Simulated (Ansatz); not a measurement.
# Stack of 1T-SnS2 under H-SiSi-Cl chair, shifted by a third of the diagonal in a perpendicular field, part 2 of 3

What dipole does a perpendicular field induce in the stack of 1T-SnS2 under H-SiSi-Cl chair, shifted by a third of the diagonal, and does the gap follow? A positive field points along +c.

Ansatz 0.2.0; plane-wave DFT, PBE-D3(BJ), Ansatz PAW (the session's first sound run).

So far. Step 2 (Relaxation): The lattice constant a goes from 3.682 to 3.768 Å.

## (3) Single point, field 0

A sawtooth potential applies the field, turning back in the middle of the vacuum. With the dipole correction the typed value is the field outside the slab. The induced dipole is small, so the SCF threshold is tight.

The cell differs from the one that the last finished run ended in (c 49.355 → 28.290 Å).

Input file input.yaml:

```yaml
crystal:
  lattice:
    - [3.7682172677, 0.0, 0.0]
    - [-1.8841086339, 3.2633718808, 0.0]
    - [0.0, 0.0, 28.2897024084]
  atoms:
    - { symbol: S, position: [0.6666666667, 0.3333333333, 0.3181369627] }
    - { symbol: Sn, position: [0.0, 0.0, 0.369299516] }
    - { symbol: S, position: [0.3333333333, 0.6666666667, 0.420438491] }
    - { symbol: Cl, position: [0.0, 0.0, 0.5282647408] }
    - { symbol: Si, position: [0.0, 0.0, 0.601255934] }
    - { symbol: Si, position: [0.6666666667, 0.3333333333, 0.628764963] }
    - { symbol: H, position: [0.6666666667, 0.3333333333, 0.6818630373] }
kpoints:
  mp_grid: { grid: [18, 18, 1] }
  band_path:
    path: [[0, 0, 0], [0.5, 0, 0], [0.33333333, 0.33333333, 0], [0, 0, 0]]
    npoints: 16
hamiltonian:
  xc: pbe
  dispersion: d3bj
scf:
  occupations: { method: fermi_dirac, width: 0.05 }
  convergence: { dr2_threshold: 1.0e-10 }
efield:
  axis: 3
  dipole_correction: true
  ramp_position: 0.97
  ramp_width: 0.06
  amplitude: 0
output:
  dos: { projected: true, e_range: [-6, 5] }
  bader: true
  write_potential: true
  write_density: true
  volumetric_format: npy
  elf: true
```

Command:

```
> ansatz run input.yaml --threads 4 --pin off --max-ram 6144MiB --backend cpu --events-out ev --progress --plain --runs-dir out
```

Numbers of over 12 decimals in the logs are rounded to 6 here.

What it wrote:

```text
[...]
Crystal: 7 atoms, lattice volume = 347.881 Å³
Basis set: ecut = 420 eV, 6827 PW (Γ)
Bands: 28, of which v1, the nominal top of the filled ones, is band 21 counted from 1 (20 counted from 0)
Symmetry: 6 space group operations
[...]
k-points: 37 of 324 (time reversal used)
[...]
SCF iter   1: F=—  HF=-10199.012443 eV  |F-HF|=—  |Δ(HF+E_count)|=         —  Δρ=1.59e-3  dr2=6.37e-2  ethr=1.77e-3  p=0.143 e·Å  D=7.42e-2 V/Å  ΔV_dip=-2.10 eV  dr2_dipole=1.92e-2  V_vac-E_F(+/−)=3.77/5.86 eV  ⟨swp⟩=10.8  Hψ=6665  notcnv=0
efield: sawtooth ramp at fractional position 0.9700 (set: `efield.ramp_position`, or a place that a band, a saddle search or an elastic batch's reference lends), width 0.0600; the density the first Hamiltonian is built on has a dipole p = 0.143 e·Å; the dipole correction subtracts the counter field D = 7.42e-2 V/Å, which shifts the + side's vacuum level by -2.10 eV against the − side's; the planar-averaged density in the ramp window peaks in size at 3.0e-6 e/Å³
[...]
SCF iter   2: F=—  HF=-10199.043784 eV  |F-HF|=—  |Δ(HF+E_count)|=   3.13e-2  Δρ=2.88e-3  dr2=3.47e-1  ethr=1.52e-4  p=0.007 e·Å  D=3.53e-3 V/Å  ΔV_dip=-0.10 eV  dr2_dipole=1.57e-1  V_vac-E_F(+/−)=5.09/5.19 eV  ⟨swp⟩=4.2  Hψ=2138  notcnv=0  defer=67
[...]
SCF iter  13: F=-10198.996452 eV  HF=-10198.996452 eV  |F-HF|=2.91e-11  |Δ(HF+E_count)|=  2.91e-11  Δρ=5.16e-8  dr2=6.85e-12  ethr=1.00e-12  p=0.084 e·Å  D=4.35e-2 V/Å  ΔV_dip=-1.23 eV  dr2_dipole=1.30e-13  V_vac-E_F(+/−)=4.38/5.61 eV  ⟨swp⟩=12.0  Hψ=3564  notcnv=0
SCF 1 converged in 13 iterations: F = -10198.996452 eV  dr2 = 6.85e-12
[...]
NSCF: frozen V_eff on 49 k-points
efield: sawtooth ramp at fractional position 0.9700 (kept from the solve that this one continues, or follows in the run), width 0.0600; the density the first Hamiltonian is built on has a dipole p = 0.084 e·Å; the dipole correction subtracts the counter field D = 4.35e-2 V/Å, which shifts the + side's vacuum level by -1.23 eV against the − side's; the planar-averaged density in the ramp window peaks in size at 9.2e-7 e/Å³
[...]
SCF converged after 13 iterations
Free energy (F): -10198.996452 eV
[...]
Internal energy: -10198.996322 eV  (E = F + TS)
E sigma→0 (E₀):  -10198.996387 eV
Entropy (-TS):   -0.000130 eV (-0.019 meV/atom)
Fermi energy:    -0.587839 eV
Dipole field:    D = 0.043476 V/Å  (p = 0.083584 e·Å, saw-weighted, corrected)
Work function:   Φ+ = 4.3752 eV   Φ− = 5.6051 eV
Levels:          The Fermi level and band energies are counted from a zero that moves with the ramp; work functions are not
[...]
--- Band table (eV; the first three rows and the last of 37) ---
  k-point 0: bands = [... 17 lower, -2.0941, -2.0941, -0.8270, -0.8270, 0.2071, 1.0879, 1.7086, 2.8674, ... 3 higher]
  k-point 1: bands = [... 17 lower, -2.1884, -2.0404, -1.1122, -0.8958, 0.3568, 1.2495, 1.8923, 2.8084, ... 3 higher]
  k-point 2: bands = [... 17 lower, -2.3121, -1.9752, -1.7032, -1.0716, 0.6394, 1.4804, 2.2795, 2.6509, ... 3 higher]
  k-point 36: bands = [... 17 lower, -3.5406, -3.3705, -2.3137, -2.2877, 0.7959, 2.4555, 3.1657, 3.9663, ... 3 higher]
--- Bader charges: 7 sites ---
  site symbol  charge [e]  shift [e]
     0      S     -0.7722     0.0009
     1     Sn      1.5431     0.0017
     2      S     -0.7637     0.0009
     3     Cl     -0.7286     0.0041
     4     Si      0.6613     0.0098
     5     Si      0.6821     0.0174
     6      H     -0.6220     0.0035
  estimated error of the sums over rays = 5.2e-4 e
```

Wall time 33 s (4 threads of Arm Neoverse V2, shared host); peak memory 0.86 GiB.

In the SCF lines HF is the Harris–Foulkes energy and dr2 the Hartree energy of the density residual, in eV; the loop may stop once dr2 is under the threshold and the program's other checks hold. Hψ counts applications of the Hamiltonian.

This step gave:

| Property | Result |
| --- | --- |
| energy at zero smearing | -10198.9964 eV |
| dipole along the normal | 0.08358 e·Å |
| gap along the path | 0.5048 eV |
| smallest direct gap along the path | 1.034 eV |
| step between the vacuum levels | -1.230 eV |
| ionisation energy, upper face | 4.614 eV |
| electron affinity, upper face | 4.110 eV |
| ionisation energy, lower face | 5.844 eV |
| gap, the smaller of path and mesh | 0.5048 eV |

Running mean over a fixed 2.5 Å (it still follows the layers) of the planar mean; the ramp of the sawtooth is left out. Table of electron's electrostatic potential energy less the Fermi level by z:

```
z (Å)  electron's electrostatic potential energy less the Fermi level (eV)
  3.5                                                                 5.61
  4.0                                                                 5.61
  4.5                                                                 5.60
  5.0                                                                 5.60
  5.5                                                                 5.60
  6.0                                                                 5.58
  6.5                                                                 5.50
  7.0                                                                 5.12
  7.5                                                                 3.74
  8.0                                                                 1.63
  8.5                                                               -0.598
  9.0                                                                -2.42
  9.5                                                                -3.57
 10.0                                                                -4.22
 10.5                                                                -4.36
 11.0                                                                -4.15
 11.5                                                                -3.38
 12.0                                                                -2.14
 12.5                                                               -0.246
 13.0                                                                 1.67
 13.5                                                                 2.43
 14.0                                                                 1.75
 14.5                                                                0.844
 15.0                                                                0.100
 15.5                                                                -1.50
 16.0                                                                -3.35
 16.5                                                                -4.96
 17.0                                                                -6.43
 17.5                                                                -6.89
 18.0                                                                -5.72
 18.5                                                                -3.21
 19.0                                                              -0.0911
 19.5                                                                 2.33
 20.0                                                                 3.43
 20.5                                                                 3.92
 21.0                                                                 4.28
 21.5                                                                 4.36
 22.0                                                                 4.37
 22.5                                                                 4.37
 23.0                                                                 4.38
 23.5                                                                 4.38
 24.0                                                                 4.38
 24.5                                                                 4.38
 25.0                                                                 4.38
```

The density of states has structure finer than the step of the table below, so its rows give means over 0.25 eV, whole bins alone (the curve runs from -6 to 2.24 eV). Peaks (eV: height): -4.350: 17.1, -3.220: 9.97, -2.970: 12.3, -1.860: 8.08, -1.620: 10.8, -1.530: 13.3, -1.450: 12.7.

Density of states against energy, zero at the Fermi level of the run, which the smearing sets inside the gap; means over each step:

```
energy (eV)  density of states (states/eV a cell)
      -5.75                                0.0354
      -5.50                                     0
      -5.25                                  1.27
      -5.00                                  3.73
      -4.75                                  4.39
      -4.50                                  3.85
      -4.25                                  7.16
      -4.00                                  4.53
      -3.75                                  3.71
      -3.50                                  4.46
      -3.25                                  5.85
      -3.00                                  6.95
      -2.75                                  4.42
      -2.50                                  2.73
      -2.25                                  2.34
      -2.00                                  4.34
      -1.75                                  6.31
      -1.50                                  10.4
      -1.25                                  1.50
      -1.00                                 0.757
      -0.75                                 0.581
      -0.50                                 0.477
      -0.25                                 0.166
       0.00                                     0
       0.25                                 0.247
       0.50                                 0.831
       0.75                                  1.04
       1.00                                  1.58
       1.25                                  3.66
       1.50                                 0.611
       1.75                                 0.885
       2.00                                  1.34
```

Projected DOS per atom over height of the atomic layer and energy from the Fermi level. Layers: S Sn S Cl Si Si H from below.

Values in states/eV, 22 rows by 7 columns, each cell a mean:
```
0.00 0.01 0.00 0.11 0.65 0.46 0.15
0.00 0.00 0.00 0.02 0.27 0.25 0.02
0.82 1.00 0.81 0.00 0.01 0.00 0.00
0.43 0.55 0.43 0.00 0.01 0.00 0.00
0.25 0.33 0.25 0.00 0.00 0.00 0.00
0.06 0.07 0.06 0.00 0.00 0.00 0.00
0.00 0.00 0.00 0.01 0.04 0.05 0.00
0.00 0.00 0.00 0.07 0.17 0.23 0.00
0.00 0.00 0.01 0.14 0.22 0.31 0.00
1.50 0.02 1.50 0.37 0.34 0.52 0.00
2.93 0.08 2.95 0.53 0.35 0.57 0.01
1.16 0.12 1.12 0.59 0.22 0.45 0.02
0.49 0.16 0.45 0.85 0.15 0.41 0.06
0.91 0.34 0.79 2.50 0.33 0.60 0.30
0.96 0.47 1.02 2.09 0.56 0.46 0.20
0.88 0.59 0.87 1.00 0.49 0.31 0.08
0.67 0.47 0.63 0.99 0.53 0.58 0.30
0.56 0.40 0.58 2.01 0.87 1.06 0.49
0.53 0.46 0.57 0.94 0.69 0.65 0.21
0.58 0.57 0.62 0.50 0.31 0.30 0.10
0.08 0.08 0.08 0.02 0.01 0.01 0.00
0.12 0.10 0.12 0.01 0.01 0.01 0.01
```
Columns: height of the atomic layer (Å) from 9 to 19.3 (not evenly spaced); rows upwards: energy from the Fermi level (eV) from -5.96 to 2.23.

Electronic bands along the path, in eV, zero at the Fermi level of the run, which the smearing sets inside the gap:

```
  point  band 18  band 19  band 20  band 21  band 22  band 23  band 24  band 25
      Γ    -1.51    -1.51    -0.24    -0.24     0.79     1.68     2.30     3.46
halfway    -2.48    -1.61    -1.40    -1.03     1.13     2.00     3.06     3.53
      M    -2.91    -1.59    -1.58    -1.47     0.27     1.61     2.53     3.44
halfway    -3.02    -2.30    -1.84    -1.54     0.99     2.72     3.42     4.16
      K    -2.95    -2.78    -1.73    -1.70     1.38     3.04     3.75     4.55
halfway    -2.41    -1.97    -1.73    -1.41     1.40     2.71     3.69     4.08
      Γ    -1.51    -1.51    -0.24    -0.24     0.79     1.68     2.30     3.46
```

ELF in the ca plane at fractional y = 0.000, with atoms of Sn and Cl and Si within 0.2 Å of it. It is the smooth field of the valence electrons, not physical close to the nuclei.

Ten even steps from '0' (0.00) to '9' (0.89), each cell a mean:
```
00122100122100027986788523453100000000000000
01232222223210016999986557885200000000000000
34554322345542003799863379996211110000000000
67776422357775200245421258875335652100000000
78876411367887300000000146764357875200000000
67876421367876300112100157864346764100000000
45665322356664101578642369985323331000000000
12343222234321004899975468986210000000000000
00122200222100017998888534664100000000000000
00122100022100027973589624243100000000000000
```
Columns run along c (16.0 Å, from fractional 0.28 to 0.85 of the cell), rows up along a (3.8 Å). Atoms in or near the plane, at fractional coordinates: Sn at (0.37, 0.00), Cl at (0.53, 0.00), Si at (0.60, 0.00).

Valence density in the ca plane at fractional y = 0.000, with atoms of Sn and Cl and Si within 0.2 Å of it. It is the smooth field of the valence electrons, not physical close to the nuclei.

Ten steps, logarithmic in the rise over the least value, from '0' (0 e/Å³) to '9' (13 e/Å³), each cell a mean:
```
00013699741100002454553311221000000000000000
00112466431100001345532223321000000000000000
01122233222110000123321122321100000000000000
01222211222211000011100112221100000000000000
11222111122221000000000012221110000000000000
11222111122211000000000012221100000000000000
01122222222210000112211122221100000000000000
00112344321100001244432223321100000000000000
00013578631100002455543222221000000000000000
00013799842000002452554311221000000000000000
```
Columns run along c (16.0 Å, from fractional 0.28 to 0.85 of the cell), rows up along a (3.8 Å). Atoms in or near the plane, at fractional coordinates: Sn at (0.37, 0.00), Cl at (0.53, 0.00), Si at (0.60, 0.00).

Electrostatic potential energy in the ca plane at fractional y = 0.000, with atoms of Sn and Cl and Si within 0.2 Å of it. With pseudopotentials it is smooth inside the atoms' cores, unlike the true potential.

Values in eV, 6 rows by 16 columns, each cell a mean:
```
  4   5   5   5   5   5   4  -1 -10 -10  -1   4  -6 -37 -15 -38
  4   5   5   5   5   5   4   1  -9  -9   1   4   3  -3   0  -7
  4   5   5   5   5   5   3  -1   0   0  -1   3   5   4   3   0
  4   5   5   5   5   5   3   0  -1  -1   0   4   5   4   3  -1
  4   5   5   5   5   5   4   0 -13 -12   1   4   1 -13  -3 -17
  4   5   5   5   5   5   4  -2  -6  -7  -1   4  -9 -41 -20 -41
```
Columns run along c (16.0 Å, from fractional 0.06 to 0.63 of the cell; values clipped at the 3rd and 97th percentile), rows up along a (3.8 Å). Atoms in or near the plane, at fractional coordinates: Sn at (0.37, 0.00), Cl at (0.53, 0.00), Si at (0.60, 0.00).

The gap is 0.50 eV, with the valence edge 4.61 eV and the conduction edge 4.11 eV under the upper vacuum level.

## (4) Single point, field 0.1 V/Å

input.yaml: that of step 3 with these lines changed.

```diff
@@ -29,6 +29,4 @@
   ramp_width: 0.06
-  amplitude: 0
+  amplitude: 0.1
 output:
-  dos: { projected: true, e_range: [-6, 5] }
-  bader: true
   write_potential: true
@@ -36,2 +34 @@
   volumetric_format: npy
-  elf: true
```

What it wrote:

```text
[...]
Crystal: 7 atoms, lattice volume = 347.881 Å³
Basis set: ecut = 420 eV, 6827 PW (Γ)
Bands: 28, of which v1, the nominal top of the filled ones, is band 21 counted from 1 (20 counted from 0)
Symmetry: 6 space group operations
[...]
k-points: 37 of 324 (time reversal used)
[...]
k-point 0: bands = [... 17 lower, -2.2025, -2.2025, -0.7806, -0.7806, 0.1014, 1.1360, 1.6014, 2.9509, ... 3 higher]
  k-point 1: bands = [... 17 lower, -2.2964, -2.1487, -1.0663, -0.8496, 0.2510, 1.2985, 1.7850, 2.8801, ... 3 higher]
  k-point 2: bands = [... 17 lower, -2.4173, -2.0833, -1.6603, -1.0259, 0.5329, 1.5310, 2.1732, 2.7181, ... 3 higher]
  k-point 36: bands = [... 17 lower, -3.5167, -3.3336, -2.4270, -2.3857, 0.6890, 2.5045, 3.2231, 3.9994, ... 3 higher]
[key lines of the parts left out:]
SCF converged after 15 iterations
Free energy (F): -10199.008063 eV
Fermi energy:    -0.618876 eV
Dipole field:    D = 0.077448 V/Å  (p = 0.148895 e·Å, saw-weighted, corrected)
```

It took 17 s on 4 threads; peak memory 0.85 GiB; 67 s of CPU time.

The dipole is 0.149 e·Å, 0.0653 e·Å from its value without field, and the gap 0.350 eV.

## (5) Single point, field -0.1 V/Å

input.yaml: that of step 4 with these lines changed.

```diff
@@ -29,3 +29,3 @@
   ramp_width: 0.06
-  amplitude: 0.1
+  amplitude: -0.1
 output:
```

What it wrote:

```text
[...]
Crystal: 7 atoms, lattice volume = 347.881 Å³
Basis set: ecut = 420 eV, 6827 PW (Γ)
Bands: 28, of which v1, the nominal top of the filled ones, is band 21 counted from 1 (20 counted from 0)
Symmetry: 6 space group operations
[...]
k-points: 37 of 324 (time reversal used)
[...]
k-point 0: bands = [... 17 lower, -1.9798, -1.9798, -0.8805, -0.8805, 0.3160, 1.0342, 1.8216, 2.6696, ... 3 higher]
  k-point 1: bands = [... 17 lower, -2.0745, -1.9262, -1.1651, -0.9491, 0.4660, 1.1947, 2.0052, 2.6876, ... 3 higher]
  k-point 2: bands = [... 17 lower, -2.2027, -1.8613, -1.7517, -1.1243, 0.7498, 1.4233, 2.3887, 2.5668, ... 3 higher]
  k-point 36: bands = [... 17 lower, -3.5703, -3.4125, -2.1945, -2.1841, 0.9075, 2.4003, 3.1006, 3.9139, ... 3 higher]
[key lines of the parts left out:]
SCF converged after 15 iterations
Free energy (F): -10198.991319 eV
Fermi energy:    -0.557886 eV
Dipole field:    D = 0.009954 V/Å  (p = 0.019137 e·Å, saw-weighted, corrected)
```

The job ended after 17 s (4 threads; peak memory 0.84 GiB; 68 s of CPU time).

The dipole is 0.0191 e·Å, -0.0644 e·Å from its value without field, and the gap 0.672 eV.

## (6) Atoms held, field 0.5 V/Å

input.yaml: that of step 5 with these lines changed.

```diff
@@ -29,3 +29,3 @@
   ramp_width: 0.06
-  amplitude: -0.1
+  amplitude: 0.5
 output:
```

What it wrote:

```text
[...]
Crystal: 7 atoms, lattice volume = 347.881 Å³
Basis set: ecut = 420 eV, 6827 PW (Γ)
Bands: 28, of which v1, the nominal top of the filled ones, is band 21 counted from 1 (20 counted from 0)
Symmetry: 6 space group operations
[...]
k-points: 37 of 324 (time reversal used)
[...]
k-point 0: bands = [... 17 lower, -2.4929, -2.4929, -0.7532, -0.7532, -0.1978, 1.1790, 1.3153, 2.6588, ... 3 higher]
  k-point 1: bands = [... 17 lower, -2.5878, -2.4397, -1.0394, -0.8225, -0.0474, 1.3448, 1.4989, 2.6749, ... 3 higher]
  k-point 2: bands = [... 17 lower, -2.7140, -2.3750, -1.6371, -0.9996, 0.2363, 1.5834, 1.8838, 2.7127, ... 3 higher]
  k-point 36: bands = [... 17 lower, -3.5351, -3.3053, -2.7403, -2.6534, 0.3943, 2.5632, 3.3023, 3.9203, ... 3 higher]
[key lines of the parts left out:]
SCF converged after 19 iterations
Free energy (F): -10199.123086 eV
Fermi energy:    -0.758471 eV
Dipole field:    D = 0.224075 V/Å  (p = 0.430786 e·Å, saw-weighted, corrected)
```

Wall time 19 s (4 threads); peak memory 0.84 GiB.

The dipole is 0.431 e·Å, 0.347 e·Å from its value without field.

(Part 2 of 3 ends here.)

[Logs are printed without paths, hosts, clocks, repeated set-up lines and the standing remarks that a program may print on its own settings, such as how far it seeks lower states.]

[Hosts, paths, dates, database ids (printed as entryN), source tags and the programs' standing remarks are cut or masked in the printed files.]

[Maps of the electrostatic potential energy from Ansatz leave out the sawtooth potential of an applied field or a dipole correction, so their vacuum need not be flat; planar profiles and work functions include it.]

[The density of states shown here was stored with 400 of the rows of the run's finer table, so its peaks can read low, often by over a quarter, or be missed, and its means over a window can be off by a tenth or more.]
